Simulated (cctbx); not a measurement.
# A crystallographic session in cctbx: Ag3Cl8

Library: cctbx 2025.11.

## 1. Energy scan

run.py:

```python
from cctbx import adptbx, crystal, miller, xray
from cctbx.array_family import flex
from cctbx.eltbx import sasaki

cs = crystal.symmetry(unit_cell=(6.318, 13.983, 8.866, 90, 129.48, 90), space_group_symbol='Hall: -P 2ybc')  # P2_1/c
atoms = [  # label, site, U (iso, or U11 U22 U33 U12 U13 U23 in A^2), occupancy
    ("Ag1", (0.5, 0, 0), (0.0149, 0.0101, 0.0185, 0.0023, 0.0133, 0.0030), 1),
    ("Ag2", (0.2414, 0.68, 0.9754), (0.0144, 0.0087, 0.0078, 0.0042, 0.0073, 0.0015), 1),
    ("Cl1", (0.9561, 0.586, 0.677), (0.0190, 0.0189, 0.0159, -0.0008, 0.0110, -0.0011), 1),
    ("Cl2", (0.553, 0.781, 0.2594), (0.0178, 0.0169, 0.0144, 0.0030, 0.0107, 0.0009), 1),
    ("Cl3", (0.0841, 0.8264, 0.7902), (0.0140, 0.0192, 0.0155, 0.0017, 0.0092, 0.0005), 1),
    ("Cl4", (0.4102, 0.5419, 0.1523), (0.0222, 0.0181, 0.0215, 0.0015, 0.0137, -0.0011), 1),
]
xs = xray.structure(crystal_symmetry=cs)
for label, site, u, occ in atoms:
    u = adptbx.u_cif_as_u_star(cs.unit_cell(), u) if isinstance(u, tuple) else u
    xs.add_scatterer(xray.scatterer(label, site=site, u=u, occupancy=occ))
hkl = [(1, 0, 0), (0, 1, 1), (0, 2, 0), (0, 2, 1)]
ms = miller.set(cs, flex.miller_index(hkl + [tuple(-v for v in h) for h in hkl]), anomalous_flag=True)
print("E (eV)    f'(Ag)   f''   " + "".join("%16s" % ("|F|" + " ".join(map(str, h))) for h in hkl))
for e in [24914, 25264, 25394, 25454, 25484, 25499, 25506, 25510, 25518, 25522, 25529, 25544, 25574, 25664, 25914]:
    xs.set_inelastic_form_factors(12398.42 / e, "sasaki")
    t = sasaki.table("Ag").at_ev(e)
    f = flex.abs(ms.structure_factors_from_scatterers(xs, algorithm="direct").f_calc().data())
    n = len(hkl)
    print("%7.0f %7.2f %6.2f  " % (e, t.fp(), t.fdp()) + "".join("%9.1f/%6.1f" % (f[k], f[k + n]) for k in range(n)))
```

```console
$ python run.py
```

```text
E (eV)    f'(Ag)   f''           |F|1 0 0        |F|0 1 1        |F|0 2 0        |F|0 2 1
  24914   -3.28   0.58       69.1/  69.1      8.3/   8.3     33.6/  33.6     17.1/  17.1
  25264   -4.07   0.56       67.7/  67.7      8.0/   8.0     33.1/  33.1     16.8/  16.8
  25394   -4.75   0.56       66.5/  66.5      7.8/   7.8     32.7/  32.7     16.4/  16.4
  25454   -5.40   0.56       65.4/  65.4      7.6/   7.6     32.4/  32.4     16.1/  16.1
  25484   -6.04   0.56       64.2/  64.2      7.4/   7.4     32.0/  32.0     15.8/  15.8
  25499   -6.67   0.55       63.1/  63.1      7.2/   7.2     31.7/  31.7     15.5/  15.5
  25506   -7.20   0.55       62.2/  62.2      7.1/   7.1     31.4/  31.4     15.3/  15.3
  25510   -7.77   0.55       61.2/  61.2      6.9/   6.9     31.1/  31.1     15.0/  15.0
  25518   -9.03   3.62       59.3/  59.3      6.6/   6.6     30.5/  30.5     14.5/  14.5
  25522   -7.61   3.62       61.8/  61.8      7.0/   7.0     31.2/  31.2     15.2/  15.2
  25529   -6.89   3.61       63.1/  63.1      7.3/   7.3     31.6/  31.6     15.5/  15.5
  25544   -6.13   3.61       64.4/  64.4      7.5/   7.5     32.1/  32.1     15.9/  15.9
  25574   -5.42   3.60       65.6/  65.6      7.7/   7.7     32.4/  32.4     16.2/  16.2
  25664   -4.49   3.58       67.3/  67.3      8.0/   8.0     33.0/  33.0     16.7/  16.7
  25914   -3.49   3.51       69.0/  69.0      8.3/   8.3     33.5/  33.5     17.1/  17.1
```

It took 0.29 s on 1 thread of Arm Neoverse V1, on a shared host, peak memory 0.07 GiB.

[Logs are printed without paths, hosts, clocks, repeated set-up lines and the standing remarks that a program may print on its own settings, such as how far it seeks lower states.]
